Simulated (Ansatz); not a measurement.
# Ca3GeN (Pm-3m): phonons and vibrational spectra, part 2 of 2

Wanted: phonon frequencies of Ca3GeN (Pm-3m) and what follows from them.

Ansatz 0.2.0; DFT PBEsol, scalar-relativistic, plane waves, PAW; PAW set soft_1.

So far. Step 3 (Relaxing to small forces for the phonons): The forces vanish by symmetry and the pressure is -0.006 GPa, within the tolerances set. The cell now holds 21.50 Å³/atom. Step 4 (Linear response at the zone centre): Before it was imposed, the acoustic sum rule was missed by 8.6e-5 eV/Å². Small misses are needed for a sound result but don't prove that mesh and cutoff are converged. The lowest optical mode is real, 117 cm⁻¹. The relaxed cell has a = 4.755 Å (conventional setting).

**5. Phonons on a q mesh**

Stability and thermal properties need the whole zone. Linear response on a 2×2×2 q mesh gives force constants as far as a supercell of that size would.

input.yaml

```yaml
crystal:
  lattice:
    - [4.7550544581, 0.0, 0.0]
    - [0.0, 4.7550544581, 0.0]
    - [0.0, 0.0, 4.7550544581]
  atoms:
    - { symbol: Ca, position: [0.0, 0.5, 0.5] }
    - { symbol: Ca, position: [0.5, 0.0, 0.5] }
    - { symbol: Ca, position: [0.5, 0.5, 0.0] }
    - { symbol: Ge, position: [0.0, 0.0, 0.0] }
    - { symbol: "N", position: [0.5, 0.5, 0.5] }
kpoints:
  mp_grid: { grid: [8, 8, 8] }
hamiltonian:
  xc: pbesol
  pseudopotentials: { kind: paw, azcp: { folder: soft_1 }, xc_functional: pbe }
scf:
  occupations: { method: methfessel_paxton, width: 0.2 }
output:
  eigenvalues: true
phonons:
  method: dfpt
  qmesh: [2, 2, 2]
  temperatures: { t_max: 1000, t_step: 50 }
  qpath:
    path:
      - [[0.0, 0.0, 0.0], [0.0, 0.5, 0.0], [0.5, 0.5, 0.0], [0.0, 0.0, 0.0], [0.5, 0.5, 0.5], [0.0, 0.5, 0.0]]
      - [[0.5, 0.5, 0.5], [0.5, 0.5, 0.0]]
    npoints: 10
```

On the command line:

```sh
> ansatz run input.yaml --threads 4 --pin off --max-ram 10240MiB --backend cpu --events-out ev --progress --plain --runs-dir out
```

Numbers of over 12 decimals in the logs are rounded to 6 here.

The log of the run:

```text
[...]
Crystal: 5 atoms, lattice volume = 107.514 Å³
Basis set: ecut = 420 eV, 2103 PW (Γ), exchange–correlation on 64×64×64 points (8 copies of the dense FFT grid, shifted against one another)
Bands: 30, of which v1, the nominal top of the filled ones, is band 25 counted from 1 (24 counted from 0)
Symmetry: 48 space group operations
k-points: 35 of 512
[...]
SCF iter   1: F=—  HF=-10018.659797 eV  |F-HF|=—  |Δ(HF+E_count)|=         —  Δρ=4.29e-2  dr2=4.46e0  ethr=3.10e-3  ⟨swp⟩=7.9  Hψ=4862  notcnv=0
[...]
SCF iter  13: F=-10017.190956 eV  HF=-10017.190956 eV  |F-HF|=1.82e-12  |Δ(HF+E_count)|=  1.82e-12  S|Δr|=    0.00e0  Δρ=2.16e-8  dr2=4.87e-13  ethr=1.00e-12  ⟨swp⟩=10.9  Hψ=5262  notcnv=0
SCF 1 converged in 13 iterations: F = -10017.190956 eV  dr2 = 4.87e-13
[...]
phonons: the bands overlap, so this run is a metal and interpolates without the dipole-dipole term. If the crystal is really an insulator or semiconductor, its LO-TO splitting is missing
NSCF: frozen V_eff on 35 k-points
[...]
DFPT response loops at q = (0, 0, 0) (fractional): preconditioner auto → Kerker (q_TF=auto, 2.393 Å⁻¹) (partly filled bands, converged f_vac=0.000); β = 1.00, the filter's whole step (`scf.mixing.beta` (0.50) is not read by the response loops under this deck's `scf.mixing.preconditioner`; to damp them name `kerker` or `kerker_dos`, under which they read `scf.mixing.beta`, and type it under 1.00, their step now; both keys bind the ground state too); Broyden in place of MSR1
[...]
SCF converged after 13 iterations
[...]
Free energy (F): -10017.190956 eV
[...]
Internal energy: -10017.181703 eV  (E = F + TS)
E sigma→0 (E₀):  -10017.188643 eV
Entropy (-TS):   -0.009253 eV (-1.851 meV/atom)
Fermi energy:    7.585471 eV
[...]
--- Band table (eV; the first three rows and the last of 35) ---
  k-point 0: bands = [... 21 lower, 6.9130, 8.7173, 8.7173, 8.7173, 8.7524, 8.7524, 9.7473, 9.7473, ... 1 higher]
  k-point 1: bands = [... 21 lower, 6.9008, 7.7994, 8.4201, 8.4201, 8.8724, 9.2872, 9.8066, 10.1720, ... 1 higher]
  k-point 2: bands = [... 21 lower, 6.8743, 6.8743, 8.0050, 8.0050, 9.2048, 9.7799, 9.9717, 10.9533, ... 1 higher]
  k-point 34: bands = [... 21 lower, 5.1741, 6.9220, 6.9220, 6.9220, 10.4196, 10.4196, 10.4196, 11.7530, ... 1 higher]
--- Phonons (Γ-DFPT): 4 representative perturbations + reference (Σ response iterations 12) ---
  ASR residual: 8.401e-5 → 0.000e0 eV/Å²; symmetrization residual: 3.187e-6 eV/Å²
  ASR residual per site (eV/Å²): 3.35e-5 3.35e-5 3.35e-5 1.63e-5 8.40e-5
[...]
--- Phonons (arbitrary-q DFPT): 4 irreducible q on the 2×2×2 mesh ---
  q = [0.0000, 0.0000, 0.0000] (star 1, of the zone-centre solve; hermiticity 7.40e-7, symmetrization 2.92e-12): -0.00 -0.00 -0.00 116.74 116.74 116.74 135.65 135.65 135.65 256.36 256.36 256.36 344.88 344.88 344.88
  q = [0.0000, 0.0000, -0.5000] (star 3, 9 solved perturbations in 975 linear systems a pass and spin channel, the states on 125 of 512 k-point pairs; hermiticity 7.94e-7, symmetrization 7.66e-8): 88.33 88.33 102.61 102.61 103.76 128.84 136.31 155.54 155.54 227.18 227.18 263.20 343.23 343.23 395.38
[...]
sum rule: each row above includes the acoustic sum rule's correction from the zone centre's row sums; it moved no ω² by more than (1.28 cm⁻¹)²
  mesh force constants: q→R imaginary residual 3.36e-18; ASR residual 8.401e-5 → 0.000e0 eV/Å²; symmetrization residual 5.329e-15 eV/Å²
  interpolated dispersion: 62 rows × 15 modes
  density of states and harmonic sums: on the 14×14×14 q-mesh, interpolated from the force constants of a 2×2×2 supercell (no non-analytic term)
  largest difference from the sums on the solved wave vectors: F 6.26e-2 eV, S 9.49e-5 and C_V 3.22e-5 eV/K
  zero-point energy: 0.181782 eV/cell   skipped modes (ω ≤ 0): 3   left out of the sums: 7.29e-5 of the cell's modes: C_V's classical limit lies that fraction below 3 k_B per atom; for a crystal, a wire or a layer, F and S can be off by more, and a phonons.interpolated_qmesh denser along its periods is the remedy for the sampling
```

The job ended after 3.5 min (4 threads of AMD EPYC 7R43, shared host; peak memory 1.4 GiB).

This step gave:

```
sum-rule residual before enforcement                    : 8.40e-5 eV/Å²
lowest frequency on the path                            : 0 cm⁻¹
highest frequency on the path or at a solved wavevector : 415.6 cm⁻¹
mean frequency                                          : 195.5 cm⁻¹
Debye temperature (second moment)                       : 416 K
logarithmic mean frequency                              : 166.8 cm⁻¹
lowest mode on the q mesh (acoustic modes at Γ apart)   : 42.59 cm⁻¹
zero-point energy per atom                              : 36.36 meV
heat capacity at 300 K                                  : 22.80 J/(mol atoms K)
vibrational entropy at 300 K                            : 31.63 J/(mol atoms K)
```

Frequencies (cm⁻¹) solved at each irreducible wavevector; negative means imaginary. Frequencies by wavevector, by row:

```tsv
q in reciprocal lattice units	star	mode 1	mode 2	mode 3	mode 4	mode 13	mode 14	mode 15
0 0 0	1	0	0	0	116.7	344.9	344.9	344.9
0 0 -0.5	3	88.3	88.3	102.6	102.6	343.2	343.2	395.4
0 -0.5 -0.5	3	46.6	89.3	99	99	355	415.6	415.6
-0.5 -0.5 -0.5	1	42.6	42.6	42.6	99.1	410.4	410.4	410.4
```

Interpolated from a 2×2×2 q mesh. The phonon branches at the labelled points (cm⁻¹):

```tsv
point	branch 1	branch 2	branch 3	branch 4	branch 12	branch 13	branch 14	branch 15
Γ	0	0	0	117	256	345	345	345
halfway	60	60	83	114	258	344	344	369
X	88	88	103	103	263	343	343	395
halfway	84	89	99	100	282	349	378	406
M	47	89	99	99	299	355	416	416
halfway	75	78	93	112	271	346	373	375
Γ	0	0	0	117	256	345	345	345
halfway	79	79	95	101	287	376	376	380
R	43	43	43	99	348	410	410	410
halfway	83	84	91	97	303	379	382	409
X	88	88	103	103	263	343	343	395
jump to R	43	43	43	99	348	410	410	410
halfway	45	83	83	94	323	383	413	413
M	47	89	99	99	299	355	416	416
```

Tetrahedra on a 14×14×14 mesh, mean over bins of 5 cm-1. Interpolated from a 2×2×2 q mesh. Table of phonon density of states by wavenumber; read off at these points:

```tsv
wavenumber (cm⁻¹)	phonon density of states (1/cm⁻¹/cell)
2	1.0e-5
18	2.6e-4
32	0.00162
48	0.0120
58	0.0210
72	0.0442
88	0.124
98	0.234
102	0.0922
118	0.101
132	0.0595
148	0.0497
158	0.0505
172	0.0431
188	0.0301
202	0.0115
218	0.0879
232	0.0499
248	0.0141
262	0.0205
272	0.0182
288	0.0165
302	0.0109
318	0.00546
332	0.00294
348	0.0717
362	0.0352
372	0.0319
388	0.0340
402	0.0468
418	3.5e-4
```

The partial phonon density of states has structure finer than the step of the table below, so its rows give means over 20 cm⁻¹, whole bins alone (the curve runs from -10 to 437 cm⁻¹). Peaks (cm⁻¹: height): Ca 74.3: 0.0406, 113.6: 0.0657, 124.9: 0.0627, 220.4: 0.0752, 265.3: 0.0191, 346.8: 0.0126; Ge 99.6: 0.145; N 346.8: 0.0471, 374.9: 0.0348, 391.7: 0.0445, 405.8: 0.0525.

Phonopy on the run's constants, 13x13x13 mesh, Gaussian sigma 3.2 cm-1. Interpolated from a 2×2×2 q mesh. Table of partial phonon density of states by wavenumber; means over each step; values in 1/cm⁻¹/cell:

```tsv
wavenumber (cm⁻¹)	Ca	Ge	N
0	3.9e-5	2.4e-5	4.2e-6
20	3.8e-4	2.5e-4	4.2e-5
40	0.00450	0.00132	1.7e-4
60	0.0181	0.00559	3.7e-4
80	0.0332	0.0408	5.7e-4
100	0.0342	0.0849	5.0e-4
120	0.0590	0.0153	0.00104
140	0.0474	0.00120	4.5e-4
160	0.0451	4.5e-4	3.2e-4
180	0.0396	7.8e-5	1.3e-4
200	0.0162	2.1e-6	1.8e-4
220	0.0609	7.6e-5	0.00399
240	0.0280	4.7e-5	0.00292
260	0.0146	1.4e-5	0.00135
280	0.0156	1.2e-6	0.00131
300	0.0119	0	8.3e-4
320	0.00481	0	3.4e-4
340	0.00620	3.7e-6	0.0173
360	0.00646	2.1e-5	0.0347
380	0.00248	3.5e-5	0.0297
400	0.00103	6.2e-5	0.0427
420	7.6e-5	2.0e-5	0.0109
```

Harmonic thermodynamic functions per atom, from the density of states. Interpolated from a 2×2×2 q mesh. Thermodynamic functions, by row:

```tsv
T (K)	F_vib (meV/atom)	S (J/mol-atom/K)	C_V (J/mol-atom/K)
0	36.36	0	0
50	35.91	3.153	6.874
100	32.38	10.47	14.34
200	14.8	22.78	20.68
300	-13.63	31.63	22.8
400	-50.04	38.33	23.68
500	-92.62	43.66	24.11
600	-140.2	48.09	24.36
700	-192.1	51.85	24.51
800	-247.6	55.13	24.61
900	-306.2	58.04	24.68
1000	-367.7	60.64	24.73
```

Harmonic mean-square displacement, third of the trace. Interpolated from a 2×2×2 q mesh. Mean square displacements, by row:

```tsv
T (K)	Ca1 U_eq (Å²)	Ca2 U_eq (Å²)	Ca3 U_eq (Å²)	Ge4 U_eq (Å²)	N5 U_eq (Å²)
0	0.00299	0.00299	0.00299	0.00252	0.00355
100	0.00468	0.00468	0.00468	0.00454	0.00394
300	0.01162	0.01162	0.01162	0.01219	0.00649
600	0.02275	0.02275	0.02275	0.0241	0.01163
```

Symmetry leaves 4 wavevectors to solve. The lowest mode among them, the acoustic zeros apart, lies at q = (-0.5, -0.5, -0.5) and is real, 42.6 cm⁻¹.

**6. Isotope substitution, element Ca, natural mass 40.078 amu**

An isotope changes the mass and not the force constants, so no new electronic calculation is needed; the shifts show which modes move this element.

The same force constants with the mass of Ca changed from 40.078 to 47.953 u (phonopy, no LO-TO term). Both lists are sorted by frequency; levels can cross, so a row need not hold one and the same mode. Modes under 3 cm⁻¹ are left out. Isotope shifts, by row, the first 40 of 57 rows:

```tsv
q	rank	natural mass (cm⁻¹)	changed mass (cm⁻¹)
0 0 0	4	116.7	113.5
0 0 0	5	116.7	113.5
0 0 0	6	116.7	113.5
0 0 0	7	135.7	124
0 0 0	8	135.7	124
0 0 0	9	135.7	124
0 0 0	10	256.4	236.2
0 0 0	11	256.4	236.2
0 0 0	12	256.4	236.2
0 0 0	13	344.9	339.6
0 0 0	14	344.9	339.6
0 0 0	15	344.9	339.6
0 0 -0.5	1	88.33	88.1
0 0 -0.5	2	88.33	88.1
0 0 -0.5	3	102.6	94.16
0 0 -0.5	4	102.6	94.16
0 0 -0.5	5	103.8	103.7
0 0 -0.5	6	128.8	117.8
0 0 -0.5	7	136.3	124.6
0 0 -0.5	8	155.5	142.6
0 0 -0.5	9	155.5	142.6
0 0 -0.5	10	227.2	210.7
0 0 -0.5	11	227.2	210.7
0 0 -0.5	12	263.2	240.7
0 0 -0.5	13	343.2	337.1
0 0 -0.5	14	343.2	337.1
0 0 -0.5	15	395.4	395.3
0 -0.5 -0.5	1	46.64	42.64
0 -0.5 -0.5	2	89.31	89.31
0 -0.5 -0.5	3	99.04	99.03
0 -0.5 -0.5	4	99.04	99.03
0 -0.5 -0.5	5	141.9	129.8
0 -0.5 -0.5	6	141.9	129.8
0 -0.5 -0.5	7	146.3	133.8
0 -0.5 -0.5	8	146.3	133.8
0 -0.5 -0.5	9	184	168.2
0 -0.5 -0.5	10	208.6	193.4
0 -0.5 -0.5	11	214.8	196.3
0 -0.5 -0.5	12	298.9	273.3
0 -0.5 -0.5	13	355	350.1
```

A mode of this element alone would shift by -8.58 %. The highest zone-centre frequency without the field goes from 344.9 to 339.6 cm⁻¹ (-1.5 %). The product of the frequency ratios over all optical modes at Γ is 0.525; the product rule, (m/m′)^(3k/2) (M′/M)^(3/2) with k = 3 such atoms and M the mass of the cell, gives 0.525.

**7. Isotope substitution, element Ge, natural mass 72.63 amu**

The same for Ge, from 72.63 to 75.92 u.

The same force constants with the mass of Ge changed from 72.630 to 75.921 u (phonopy, no LO-TO term). Both lists are sorted by frequency; levels can cross, so a row need not hold one and the same mode. Modes under 3 cm⁻¹ are left out. Isotope shifts, by row, the first 40 of 57 rows:

```tsv
q	rank	natural mass (cm⁻¹)	changed mass (cm⁻¹)
0 0 0	4	116.7	115.1
0 0 0	5	116.7	115.1
0 0 0	6	116.7	115.1
0 0 0	7	135.7	135.7
0 0 0	8	135.7	135.7
0 0 0	9	135.7	135.7
0 0 0	10	256.4	256.4
0 0 0	11	256.4	256.4
0 0 0	12	256.4	256.4
0 0 0	13	344.9	344.9
0 0 0	14	344.9	344.9
0 0 0	15	344.9	344.9
0 0 -0.5	1	88.33	86.44
0 0 -0.5	2	88.33	86.44
0 0 -0.5	3	102.6	101.5
0 0 -0.5	4	102.6	102.6
0 0 -0.5	5	103.8	102.6
0 0 -0.5	6	128.8	128.8
0 0 -0.5	7	136.3	136.3
0 0 -0.5	8	155.5	155.5
0 0 -0.5	9	155.5	155.5
0 0 -0.5	10	227.2	227.2
0 0 -0.5	11	227.2	227.2
0 0 -0.5	12	263.2	263.2
0 0 -0.5	13	343.2	343.2
0 0 -0.5	14	343.2	343.2
0 0 -0.5	15	395.4	395.4
0 -0.5 -0.5	1	46.64	46.64
0 -0.5 -0.5	2	89.31	87.35
0 -0.5 -0.5	3	99.04	96.87
0 -0.5 -0.5	4	99.04	96.87
0 -0.5 -0.5	5	141.9	141.9
0 -0.5 -0.5	6	141.9	141.9
0 -0.5 -0.5	7	146.3	146.3
0 -0.5 -0.5	8	146.3	146.3
0 -0.5 -0.5	9	184	184
0 -0.5 -0.5	10	208.6	208.6
0 -0.5 -0.5	11	214.8	214.8
0 -0.5 -0.5	12	298.9	298.9
0 -0.5 -0.5	13	355	355
```

A mode of this element alone would shift by -2.19 %. The highest zone-centre frequency without the field goes from 344.9 to 344.9 cm⁻¹ (+0.0 %). The product of the frequency ratios over all optical modes at Γ is 0.958; the product rule, (m/m′)^(3k/2) (M′/M)^(3/2) with k = 1 such atoms and M the mass of the cell, gives 0.958.

**8. Isotope substitution, element N, natural mass 14.007 amu**

The same for N, from 14.01 to 15.00 u.

The same force constants with the mass of N changed from 14.007 to 15.000 u (phonopy, no LO-TO term). Both lists are sorted by frequency; levels can cross, so a row need not hold one and the same mode. Modes under 3 cm⁻¹ are left out. Isotope shifts, by row, the first 40 of 57 rows:

```tsv
q	rank	natural mass (cm⁻¹)	changed mass (cm⁻¹)
0 0 0	4	116.7	116.6
0 0 0	5	116.7	116.6
0 0 0	6	116.7	116.6
0 0 0	7	135.7	135.7
0 0 0	8	135.7	135.7
0 0 0	9	135.7	135.7
0 0 0	10	256.4	255.3
0 0 0	11	256.4	255.3
0 0 0	12	256.4	255.3
0 0 0	13	344.9	335.7
0 0 0	14	344.9	335.7
0 0 0	15	344.9	335.7
0 0 -0.5	1	88.33	88.33
0 0 -0.5	2	88.33	88.33
0 0 -0.5	3	102.6	102.4
0 0 -0.5	4	102.6	102.4
0 0 -0.5	5	103.8	103.8
0 0 -0.5	6	128.8	128.8
0 0 -0.5	7	136.3	136.3
0 0 -0.5	8	155.5	155.5
0 0 -0.5	9	155.5	155.5
0 0 -0.5	10	227.2	225.6
0 0 -0.5	11	227.2	225.6
0 0 -0.5	12	263.2	263.2
0 0 -0.5	13	343.2	334.5
0 0 -0.5	14	343.2	334.5
0 0 -0.5	15	395.4	382.1
0 -0.5 -0.5	1	46.64	46.64
0 -0.5 -0.5	2	89.31	89.31
0 -0.5 -0.5	3	99.04	99.02
0 -0.5 -0.5	4	99.04	99.02
0 -0.5 -0.5	5	141.9	141.9
0 -0.5 -0.5	6	141.9	141.9
0 -0.5 -0.5	7	146.3	146.2
0 -0.5 -0.5	8	146.3	146.2
0 -0.5 -0.5	9	184	184
0 -0.5 -0.5	10	208.6	207.3
0 -0.5 -0.5	11	214.8	214.8
0 -0.5 -0.5	12	298.9	298.9
0 -0.5 -0.5	13	355	345.3
```

A mode of this element alone would shift by -3.37 %. The highest zone-centre frequency without the field goes from 344.9 to 335.7 cm⁻¹ (-2.7 %). The product of the frequency ratios over all optical modes at Γ is 0.909; the product rule, (m/m′)^(3k/2) (M′/M)^(3/2) with k = 1 such atoms and M the mass of the cell, gives 0.909.

**9. Outcome**

```yaml
space_group_after_relaxation_within_0p01_a: Pm-3m
volume_per_atom: 21.5 Å³
electronic_character: no gap on this mesh
highest_optical_mode_at_the_zone_centre_no_lo_to_term: 345 cm⁻¹
lowest_optical_zone_centre_mode: 117 cm⁻¹
lowest_mode_on_the_q_mesh_acoustic_modes_at_gamma_apart: 42.6 cm⁻¹
highest_frequency_on_the_path_or_at_a_solved_wavevector: 416 cm⁻¹
zero_point_energy_per_atom: 36.4 meV
heat_capacity_at_300_k: 22.8 J/(mol atoms K)
vibrational_entropy_at_300_k: 31.6 J/(mol atoms K)
debye_temperature_second_moment: 416 K
imaginary_modes_on_the_2x2x2_q_mesh: none
```

The structure is a minimum as far as tested: no mode is imaginary at the 4 irreducible wavevectors of the 2×2×2 mesh, and the softest away from the acoustic zeros lies at 43 cm⁻¹. The optical modes at Γ span 117 to 345 cm⁻¹. The highest mode in this list at Γ, 344.9 cm⁻¹, is mostly motion of N (80 % of the kinetic energy). With no gap, or one that is small against the smearing, the frequencies hang on the k mesh and the smearing, most of all near Kohn anomalies. The phonon runs are without spin polarisation, although the cell has an odd electron count. The PAW files were made for PBE and serve the other functionals too. These are harmonic frequencies at zero temperature: anharmonic shifts, linewidths and thermal expansion are left out.

[Logs are printed without paths, hosts, clocks, repeated set-up lines and the standing remarks that a program may print on its own settings, such as how far it seeks lower states.]

[Hosts, paths, dates, database ids (printed as entryN), source tags and the programs' standing remarks are cut or masked in the printed files.]
